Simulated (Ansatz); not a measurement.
**1T-CdF2 monolayer in a perpendicular field**

Aim: how the 1T-CdF2 monolayer screens a field along its normal, and what the field does to its bands. A positive field points along +c.

Method: plane-wave DFT, PBE-D3(BJ), Ansatz PAW (set soft_1); PAW set soft_1, in Ansatz 0.2.0.

### Step 1. Set-up

The cell holds 3 atoms: 2 F and 1 Cd. Cell: a = 2.723 Å, b = 2.723 Å, c = 35.634 Å, α = 90.0°, β = 90.0°, γ = 120.0°. Vacuum lies along c.

### Step 2. Relaxing the slab

The starting cell is a guess, so the in-plane lattice and the atoms are relaxed first, with the slab cut off from its images along the normal.

File input.yaml:

```yaml
crystal:
  lattice:
    - [2.723288, 0.0, 0.0]
    - [-1.361644, 2.3584365898, 0.0]
    - [0.0, 0.0, 35.6338078967]
  atoms:
    - { symbol: F, position: [0.6666666667, 0.3333333333, 0.4672528978] }
    - { symbol: Cd, position: [0.0, 0.0, 0.5] }
    - { symbol: F, position: [0.3333333333, 0.6666666667, 0.5327471022] }
  periodic: [true, true, false]
kpoints:
  mp_grid: { grid: [12, 12, 1] }
hamiltonian:
  xc: pbe
  dispersion: d3bj
  pseudopotentials: { kind: paw, azcp: { folder: soft_1 } }
scf:
  occupations: { method: fermi_dirac, width: 0.05 }
  convergence: { dr2_threshold: 1.0e-09 }
relax:
  f_tol: 0.004
  max_steps: 90
  cell: {}
output:
  write_potential: true
  write_density: true
  volumetric_format: npy
```

Started as:

```bash
$ ansatz run input.yaml --threads 2 --pin off --max-ram 3072MiB --backend cpu --events-out ev --progress --plain --runs-dir out
```

Numbers of over 12 decimals in the logs are rounded to 6 here.

Log:

```text
Warning: relax.cell: scf.convergence.dr2_threshold = 1e-9 eV is looser than the 1.97209074483e-10 eV advised for a relaxation that steers and ends on the stress (1e-10 eV for each atom of the cell: 3, times the square of relax.cell.stress_2d_tol = 0.05 N/m over 12.3 Å (the atoms' height at the walk's start and 5 Å past either face), 4.054e-2 GPa, over a crystal's default 0.05). What an SCF threshold leaves in a stress goes as its square root, and in the free energy as the threshold itself, and one threshold admits the most on a small cell: [figures from the program's tests cut] Set scf.convergence.dr2_threshold to 1.97209074483e-10 eV or tighter. [rest of the remark cut]
Engine: ansatz 0.2.0, x86_64-unknown-linux-gnu
Pseudopotentials: kind: paw
Pseudopotential: F, paw, valence charge 7, recommended cutoff 420 eV (normal), soft_1/F.paw.azcp
Pseudopotential: Cd, paw, valence charge 20, recommended cutoff 420 eV (normal), soft_1/Cd.paw.azcp
Functional definition: PBE
  parameter kappa = 0.804
  parameter beta = 0.066725
  exchange = pbe_x(kappa = kappa, mu = beta*pi^2/3)
  correlation = pbe_c(beta = beta)
Crystal: 3 atoms, lattice volume = 228.865 Å³
Basis set: ecut = 420 eV, 4529 PW (Γ), exchange–correlation on 40×40×480 points (8 copies of the dense FFT grid, shifted against one another)
Bands: 21, of which v1, the nominal top of the filled ones, is band 17 counted from 1 (16 counted from 0)
Symmetry: 12 space group operations
Space group: P-3m1 (ITA 164), of the structure as read, at distance tolerance 6.1e-5 Å
k-points: 19 of 144
Non-local potential: F, projectors of the file, l = 0: 2, l = 1: 2, l = 2: 1
Non-local potential: Cd, projectors of the file, l = 0: 3, l = 1: 2, l = 2: 2, l = 3: 1
PAW form: soft (Blöchl's): semilocal exchange-correlation on the pseudo side does not see the compensation charge
PAW one-centre angular grid: F, 110 points (default); XC on 64 Gauss nodes
PAW one-centre angular grid: Cd, 590 points (default); XC on 64 Gauss nodes
Initial density: superposition of atomic densities (neutral atoms: chi_scale 0, normalization atom)
Initial wavefunctions: pseudopotential atomic-orbital guess
Functional: x = pbe(κ = 0.804, μ = 0.219515), c = pbe(β = 0.066725)
SCF iter   1: F=—  HF=-9869.202376 eV  |F-HF|=—  |Δ(HF+E_count)|=         —  Δρ=5.29e-2  dr2=5.12e0  ethr=3.10e-3  ⟨swp⟩=13.7  Hψ=3349  notcnv=0
preconditioner: auto → Resta (q_TF=auto, 1.986 Å⁻¹)  ε∞=1.5  [insulator: Δε(μ)=4.926 eV  Ē_g=18.339 eV  σ=0.050 eV  W_gap=1.00  n_scr=22 (ndim 8)  ℏωp=12.5 eV  f_vac=0.851  D(μ)=0.00/eV (n_scr^D=0)  ε∞_Penn≈1.5  vacuum switching on, ρ_ref=2.4e-2 e/Å³]
SCF iter   2: F=—  HF=-9867.652984 eV  |F-HF|=—  |Δ(HF+E_count)|=    1.55e0  Δρ=2.22e-2  dr2=3.98e-1  ethr=3.10e-3  ⟨swp⟩=4.8  Hψ=1265  notcnv=0
SCF iter   3: F=—  HF=-9867.534804 eV  |F-HF|=—  |Δ(HF+E_count)|=   1.18e-1  Δρ=6.16e-3  dr2=4.24e-2  ethr=1.17e-3  ⟨swp⟩=4.0  Hψ=1227  notcnv=0
SCF iter   4: F=—  HF=-9867.530640 eV  |F-HF|=—  |Δ(HF+E_count)|=   4.16e-3  Δρ=1.83e-3  dr2=3.41e-3  ethr=1.25e-4  ⟨swp⟩=3.7  Hψ=886  notcnv=0  defer=1
SCF iter   5: F=—  HF=-9867.530458 eV  |F-HF|=—  |Δ(HF+E_count)|=   1.82e-4  Δρ=2.01e-4  dr2=3.40e-5  ethr=1.00e-5  ⟨swp⟩=3.3  Hψ=989  notcnv=0
SCF iter   6: F=—  HF=-9867.530583 eV  |F-HF|=—  |Δ(HF+E_count)|=   1.25e-4  Δρ=6.23e-5  dr2=3.82e-6  ethr=9.99e-8  ⟨swp⟩=3.9  Hψ=995  notcnv=0
SCF iter   7: F=—  HF=-9867.530582 eV  |F-HF|=—  |Δ(HF+E_count)|=   2.33e-7  Δρ=5.52e-6  dr2=4.25e-8  ethr=1.12e-8  ⟨swp⟩=3.1  Hψ=838  notcnv=0
SCF iter   8: F=—  HF=-9867.530623 eV  |F-HF|=—  |Δ(HF+E_count)|=   4.11e-5  Δρ=1.23e-6  dr2=1.01e-9  ethr=1.25e-10  ⟨swp⟩=4.1  Hψ=1129  notcnv=0
SCF iter   9: F=-9867.530623 eV  HF=-9867.530623 eV  |F-HF|=1.82e-11  |Δ(HF+E_count)|=   1.28e-9  Δρ=2.00e-7  dr2=4.19e-11  ethr=2.94e-12  ⟨swp⟩=12.2  Hψ=3268  notcnv=0
SCF 1 converged in 9 iterations: F = -9867.530623 eV  dr2 = 4.19e-11
  greatest PAW one-centre occupation: 1.001 electrons in one spin orbital (limit 2), on the Cd atom at site 1 (counted from 0), in its partial waves of l = 1
relax step   1: F+E_penalty+E_count = -9867.53062347 eV  Δ(F+E_penalty+E_count) = +0.000e0 eV  max|allowed force component| = 7.156e0 eV/Å  Δτ_max = 0.0000 Å  P = +59.936 N/m  Ω = 228.865 Å³  fix = [c, alpha, beta]  reactions: c +0.000 N/m  (9 SCF iters, accepted)
Crystal: 3 atoms, lattice volume = 251.690 Å³
Basis set: ecut = 420 eV, 4943 PW (Γ), exchange–correlation on 40×40×480 points (8 copies of the dense FFT grid, shifted against one another)
Initial density: handed on by an earlier stage of this run
Initial wavefunctions: those handed on with the density
iter 1 solved again at ethr=8.12e-4 eV; its pass at ethr=3.10e-3 eV (dr2=2.76e-1 eV) is discarded
SCF iter   1: F=—  HF=-9870.433489 eV  |F-HF|=—  |Δ(HF+E_count)|=         —  Δρ=1.28e-2  dr2=2.76e-1  ethr=8.12e-4  ⟨swp⟩=2.2  Hψ=3469  notcnv=0
preconditioner: auto → Resta (q_TF=auto, 1.954 Å⁻¹)  ε∞=1.5  [insulator: Δε(μ)=3.890 eV  Ē_g=16.364 eV  σ=0.050 eV  W_gap=1.00  n_scr=22 (ndim 8)  ℏωp=11.9 eV  f_vac=0.852  D(μ)=0.00/eV (n_scr^D=0)  ε∞_Penn≈1.5  vacuum switching on, ρ_ref=1.9e-2 e/Å³]
SCF iter   2: F=—  HF=-9870.327255 eV  |F-HF|=—  |Δ(HF+E_count)|=   1.06e-1  Δρ=3.03e-3  dr2=1.75e-2  ethr=8.11e-4  ⟨swp⟩=4.4  Hψ=909  notcnv=0  defer=1
SCF iter   3: F=—  HF=-9870.322698 eV  |F-HF|=—  |Δ(HF+E_count)|=   4.56e-3  Δρ=1.32e-3  dr2=2.71e-3  ethr=5.16e-5  ⟨swp⟩=4.4  Hψ=1076  notcnv=0  defer=3
SCF iter   4: F=—  HF=-9870.322346 eV  |F-HF|=—  |Δ(HF+E_count)|=   3.52e-4  Δρ=4.46e-4  dr2=2.22e-4  ethr=7.96e-6  ⟨swp⟩=3.3  Hψ=876  notcnv=0  defer=1
SCF iter   5: F=—  HF=-9870.322486 eV  |F-HF|=—  |Δ(HF+E_count)|=   1.40e-4  Δρ=1.37e-4  dr2=2.59e-5  ethr=6.52e-7  ⟨swp⟩=3.5  Hψ=923  notcnv=0  defer=1
SCF iter   6: F=—  HF=-9870.322528 eV  |F-HF|=—  |Δ(HF+E_count)|=   4.16e-5  Δρ=1.72e-5  dr2=3.00e-7  ethr=7.61e-8  ⟨swp⟩=3.2  Hψ=850  notcnv=0  defer=1
SCF iter   7: F=—  HF=-9870.322573 eV  |F-HF|=—  |Δ(HF+E_count)|=   4.47e-5  Δρ=3.56e-6  dr2=1.78e-8  ethr=8.84e-10  ⟨swp⟩=3.9  Hψ=991  notcnv=0
SCF iter   8: F=-9870.322573 eV  HF=-9870.322573 eV  |F-HF|=1.27e-10  |Δ(HF+E_count)|=   6.10e-9  Δρ=3.37e-7  dr2=1.56e-10  ethr=2.94e-12  ⟨swp⟩=11.2  Hψ=3810  notcnv=0
SCF 2 converged in 8 iterations: F = -9870.322573 eV  dr2 = 1.56e-10
  greatest PAW one-centre occupation: 1.000 electrons in one spin orbital (limit 2), on the Cd atom at site 1 (counted from 0), in its partial waves of l = 1
[...]
relax step  12: F+E_penalty+E_count = -9872.21577272 eV  Δ(F+E_penalty+E_count) = -7.138e-4 eV  max|allowed force component| = 5.161e-4 eV/Å  Δτ_max = 0.0030 Å  P = -0.002 N/m  Ω = 374.613 Å³  energy of the carried Pulay correction = -3.233e-2 eV  fix = [c, alpha, beta]  reactions: c -0.000 N/m  (7 SCF iters, accepted)
relax step  13: F+E_penalty+E_count = -9872.27409437 eV  Δ(F+E_penalty+E_count) = -5.832e-2 eV  max|allowed force component| = 4.725e-3 eV/Å  Δτ_max = 0.0000 Å  P = +0.880 N/m  Ω = 374.613 Å³  fix = [c, alpha, beta]  reactions: c +0.000 N/m  stress off target by 8.80e-1 N/m on what of the cell is left free  SCF on the basis re-selected at this cell (its energy is not comparable with the rows above)  (7 SCF iters)
relax step  14: F+E_penalty+E_count = -9872.27925891 eV  Δ(F+E_penalty+E_count) = -5.165e-3 eV  max|allowed force component| = 1.509e-2 eV/Å  Δτ_max = 0.0194 Å  P = +0.196 N/m  Ω = 382.111 Å³  energy of the carried Pulay correction = -2.068e-3 eV  fix = [c, alpha, beta]  reactions: c +0.000 N/m  (8 SCF iters, accepted)
relax step  15: F+E_penalty+E_count = -9872.27754324 eV  Δ(F+E_penalty+E_count) = +1.716e-3 eV  max|allowed force component| = 8.638e-2 eV/Å  Δτ_max = 0.0279 Å  P = +0.252 N/m  Ω = 385.737 Å³  energy of the carried Pulay correction = -3.213e-3 eV  fix = [c, alpha, beta]  (7 SCF iters, rejected (line search))
relax step  16: F+E_penalty+E_count = -9872.27923199 eV  Δ(F+E_penalty+E_count) = +2.691e-5 eV  max|allowed force component| = 1.101e-2 eV/Å  Δτ_max = 0.0068 Å  P = +0.045 N/m  Ω = 384.173 Å³  energy of the carried Pulay correction = -2.707e-3 eV  fix = [c, alpha, beta]  reactions: c +0.000 N/m  (7 SCF iters, accepted)
relax step  17: F+E_penalty+E_count = -9872.27901678 eV  Δ(F+E_penalty+E_count) = +2.152e-4 eV  max|allowed force component| = 2.444e-4 eV/Å  Δτ_max = 0.0047 Å  P = +0.004 N/m  Ω = 385.135 Å³  energy of the carried Pulay correction = -3.016e-3 eV  fix = [c, alpha, beta]  reactions: c +0.000 N/m  (7 SCF iters, accepted)
iter 1 solved again at ethr=1.23e-6 eV; its pass at ethr=3.10e-3 eV (dr2=4.19e-4 eV) is discarded
SCF iter   1: F=—  HF=-9872.281451 eV  |F-HF|=—  |Δ(HF+E_count)|=         —  Δρ=9.64e-5  dr2=4.64e-6  ethr=1.23e-6  ⟨swp⟩=4.3  Hψ=4068  notcnv=0
preconditioner: auto → Resta (q_TF=auto, 1.821 Å⁻¹)  ε∞=1.4  [insulator: Δε(μ)=3.881 eV  Ē_g=14.517 eV  σ=0.050 eV  W_gap=1.00  n_scr=20 (ndim 8)  ℏωp=9.6 eV  f_vac=0.866  D(μ)=0.00/eV (n_scr^D=0)  ε∞_Penn≈1.4  vacuum switching on, ρ_ref=1.5e-2 e/Å³]
SCF iter   2: F=—  HF=-9872.281954 eV  |F-HF|=—  |Δ(HF+E_count)|=   5.04e-4  Δρ=4.24e-5  dr2=1.75e-6  ethr=1.36e-8  ⟨swp⟩=3.0  Hψ=922  notcnv=0
SCF iter   3: F=—  HF=-9872.282185 eV  |F-HF|=—  |Δ(HF+E_count)|=   2.31e-4  Δρ=2.27e-5  dr2=3.13e-7  ethr=5.14e-9  ⟨swp⟩=2.8  Hψ=649  notcnv=0
SCF iter   4: F=—  HF=-9872.282276 eV  |F-HF|=—  |Δ(HF+E_count)|=   9.07e-5  Δρ=1.61e-6  dr2=3.13e-9  ethr=9.20e-10  ⟨swp⟩=2.8  Hψ=806  notcnv=0
iter 5 met the thresholds in force, and the SCF goes on: an eigenvalue changes by 2.88 meV, over its tolerance of 1.09 meV (output.eigenvalues, Limitations)
SCF iter   5: F=-9872.282279 eV  HF=-9872.282279 eV  |F-HF|=1.70e-7  |Δ(HF+E_count)|=   2.56e-6  Δρ=5.11e-7  dr2=4.25e-10  ethr=2.94e-12  ⟨swp⟩=19.7  Hψ=3614  notcnv=0
iter 6 met the thresholds in force, and the SCF goes on: an eigenvalue changes by 2.95 meV, over its tolerance of 1.01 meV (output.eigenvalues, Limitations)
SCF iter   6: F=-9872.282279 eV  HF=-9872.282279 eV  |F-HF|=8.35e-9  |Δ(HF+E_count)|=   1.62e-7  Δρ=7.18e-8  dr2=8.21e-12  ethr=1.25e-12  ⟨swp⟩=8.9  Hψ=2597  notcnv=0
Mixer restart at iter 6: flushing history
SCF iter   7: F=-9872.282279 eV  HF=-9872.282279 eV  |F-HF|=6.73e-11  |Δ(HF+E_count)|=   8.33e-9  Δρ=5.18e-8  dr2=8.04e-12  ethr=1.00e-12  ⟨swp⟩=7.5  Hψ=2262  notcnv=0
SCF 18 converged in 7 iterations: F = -9872.282279 eV  dr2 = 8.04e-12
relax step  18: F+E_penalty+E_count = -9872.28227874 eV  Δ(F+E_penalty+E_count) = -3.262e-3 eV  max|allowed force component| = 2.319e-5 eV/Å  Δτ_max = 0.0000 Å  P = +0.029 N/m  Ω = 385.135 Å³  fix = [c, alpha, beta]  reactions: c +0.000 N/m  stress off target by 2.85e-2 N/m on what of the cell is left free  SCF on the basis re-selected at this cell (its energy is not comparable with the rows above)  (7 SCF iters)
basis re-selected at this cell: Δ(F+E_penalty+E_count) = -3.262e-3 eV, ΔP = +0.024 N/m vs the last step (what re-selecting the basis moved, of the pressure what is left beyond the Pulay correction that the steps carried, after the strain that the cell walked since its last selection, with what the two solves' SCF thresholds leave and, on support functions, any second-order correction that the steps lacked; it is no m [...]
WARN: The output density's exchange-correlation potential varies sharply where the density is thin. Do not read a vacuum level from v_tot or v_xc, or from such a field of the output density. On a cell that repeats whose density bears no net charge and no dipole along the vacuum's axis use v_es (v_loc + v_h of the components); under efield.dipole_correction with no amplitude use v_es + v_field, which holds any externa [...]
SCF converged after 7 iterations
an eigenvalue changed by more than its tolerance at an iteration that met the thresholds in force, so the SCF went on 2 times, its first undamped step at iteration 6: the last check found none over its tolerance
Free energy (F): -9872.282279 eV
Harris-Foulkes:  -9872.282279 eV  (|F-HF|=6.73e-11)
Internal energy: -9872.282279 eV  (E = F + TS)
E sigma→0 (E₀):  -9872.282279 eV
Fermi energy:    -6.791893 eV
--- Per-component energies (eV) ---
  E_band       = -995.962164
  E_kinetic    = 834.055037
  E_local      = -81893.875367  (includes V_loc(G=0)·N_el)
  E_nonlocal   = 297.926669
  E_hartree    = 40432.301129
  E_xc         = -309.025411
  E_vxc        = -391.455591  (∫ρ·V_xc dr)
  E_paw        = -4511.821962  (= ΣΔE_a)
  E_vpaw       = -707.216980  (= ΣTr[D̂ρ^β])
  E_aug_tail   = 0.001743  (compensation charges beyond the density's cutoff)
  E_ewald      = 35278.404776
  E_disp       = -0.248893  (pairwise vdW)
  E_smearing   = -0.000000  (= −TS)
  E_closure    = 0.000000  (closes the sum)
  Σ components = -9872.282279   (vs F -9872.282279, Δ=0.00e0)
--- Forces (eV/Å), atoms counted from 1 ---
  atom   1  F      0.00000000     0.00000000    -0.00002319
  atom   2  Cd     0.00000000     0.00000000     0.00000000
  atom   3  F     -0.00000000    -0.00000000     0.00002319
  max |Σ_I F_I| component: 4.63e-18 eV/Å
--- 2D stress c σ (N/m, compression-positive) ---
        0.028537       0.000000       0.000000
        0.000000       0.028537      -0.000000
        0.000000      -0.000000       0.000000
  P = ½ c Tr σ = 0.0285 N/m
--- Band table (eV; the first three rows and the last of 19) ---
  k-point 0: bands = [... 13 lower, -9.9928, -9.6514, -8.8142, -8.8142, -4.9334, -1.5274 (-1.5274°), -0.1108, 0.0997]
  k-point 1: bands = [... 13 lower, -9.9647, -9.6219, -8.9102, -8.8310, -4.7373, -1.3892 (-1.3892°), -0.0057, 0.2136]
  k-point 2: bands = [... 13 lower, -10.0067, -9.5507, -9.1450, -8.8635, -4.2019, -1.0025 (-1.0025°), 0.3069, 0.5536]
  k-point 18: bands = [... 13 lower, -10.5691, -10.3190, -9.0877, -9.0877, -0.9468, 2.1688, 2.2924, 2.2924]
  ° read free of the cell's end (the report's vacuum.weakly_bound_levels)
--- Relaxed structure (15 steps of the walk, 14 accepted, 3 SCFs on fresh bases) ---
  F+E_penalty+E_count = -9872.28227874 eV   max|allowed force component| = 2.319e-5 eV/Å   (the final SCF, on the basis selected at the relaxed cell)
  cell:  # Å, volume = 385.1352 Å³
    - [3.532728, 0.0, 0]
    - [-1.766364, 3.059432, 0]
    - [0, 0, 35.6338078967]
  atoms:
    - { symbol: F, position: [0.666667, 0.333333, 0.471777] }
    - { symbol: Cd, position: [0, 0, 0.500000] }
    - { symbol: F, position: [0.333333, 0.666667, 0.528223] }
```

It took 73 s on 2 threads of Intel Xeon Platinum 8375C at 2.90GHz (Ice Lake), shared host; peak memory 0.69 GiB; 2.3 min of CPU time.

The steps of the relaxation:

| step | energy less that of the first step (eV) | largest force component (eV/Å) | volume (Å³) |
| --- | --- | --- | --- |
| 1 | 0.0000 | 7.1557 | 228.87 |
| 2 | -2.7919 | 2.2215 | 251.69 |
| 3 | -3.6267 | 0.7156 | 275.91 |
| 4 | -3.9727 | 0.0653 | 301.05 |
| 5 | -4.0224 | 0.0753 | 318.69 |
| 6 | -4.0245 | 0.0271 | 316.48 |
| 7 | -4.0246 | 0.0004 | 316.74 |
| 8* | -4.3889 | 0.0313 | 316.74 |
| 9 | -4.5794 | 0.0100 | 338.65 |
| 10 | -4.6834 | 0.0153 | 366.32 |
| 11 | -4.6844 | 0.0005 | 375.60 |
| 12 | -4.6851 | 0.0005 | 374.61 |
| 13* | -4.7435 | 0.0047 | 374.61 |
| 14 | -4.7486 | 0.0151 | 382.11 |
| 15 | -4.7469 | 0.0864 | 385.74 |
| 16 | -4.7486 | 0.0110 | 384.17 |
| 17 | -4.7484 | 0.0002 | 385.14 |
| 18* | -4.7517 | 0.0000 | 385.14 |

Relaxation steps marked * repeat the geometry before them on a plane-wave basis chosen anew for their cell, so energy and pressure can jump there. Relaxation step 15 was tried and not accepted.

Forces are held to the 12 operations that the run works with; a distortion that breaks them can't arise in this run.

| cell as run | before | after | change |
| --- | --- | --- | --- |
| a (Å) | 2.723 | 3.533 | +29.7 % |
| b (Å) | 2.723 | 3.533 | +29.7 % |

The atoms that moved most (Å, along periodic axes as changes of fractional coordinates times the final cell, across vacuum about the mean position):

| atom | dx | dy | dz | length |
| --- | --- | --- | --- | --- |
| F1 | 0.000 | 0.000 | 0.161 | 0.161 |
| F3 | 0.000 | 0.000 | -0.161 | 0.161 |

Final coordinates:

```xyz
3
Lattice="3.5327 0.0000 0.0000 -1.7664 3.0594 0.0000 0.0000 0.0000 35.6338" Properties=species:S:1:pos:R:3
F     1.7664    1.0198   16.8112
Cd    0.0000    0.0000   17.8169
F     0.0000    2.0396   18.8226
```

Numbers from this step:

* gap on the k-mesh: 3.881 eV

The lattice constant a goes from 2.723 to 3.533 Å.

(Continued in part 2 of 2.)

[Logs are printed without paths, hosts, clocks, repeated set-up lines and the standing remarks that a program may print on its own settings, such as how far it seeks lower states.]

[Hosts, paths, dates, database ids (printed as entryN), source tags and the programs' standing remarks are cut or masked in the printed files.]

[Maps of the electrostatic potential energy from Ansatz leave out the sawtooth potential of an applied field or a dipole correction, so their vacuum need not be flat; planar profiles and work functions include it.]
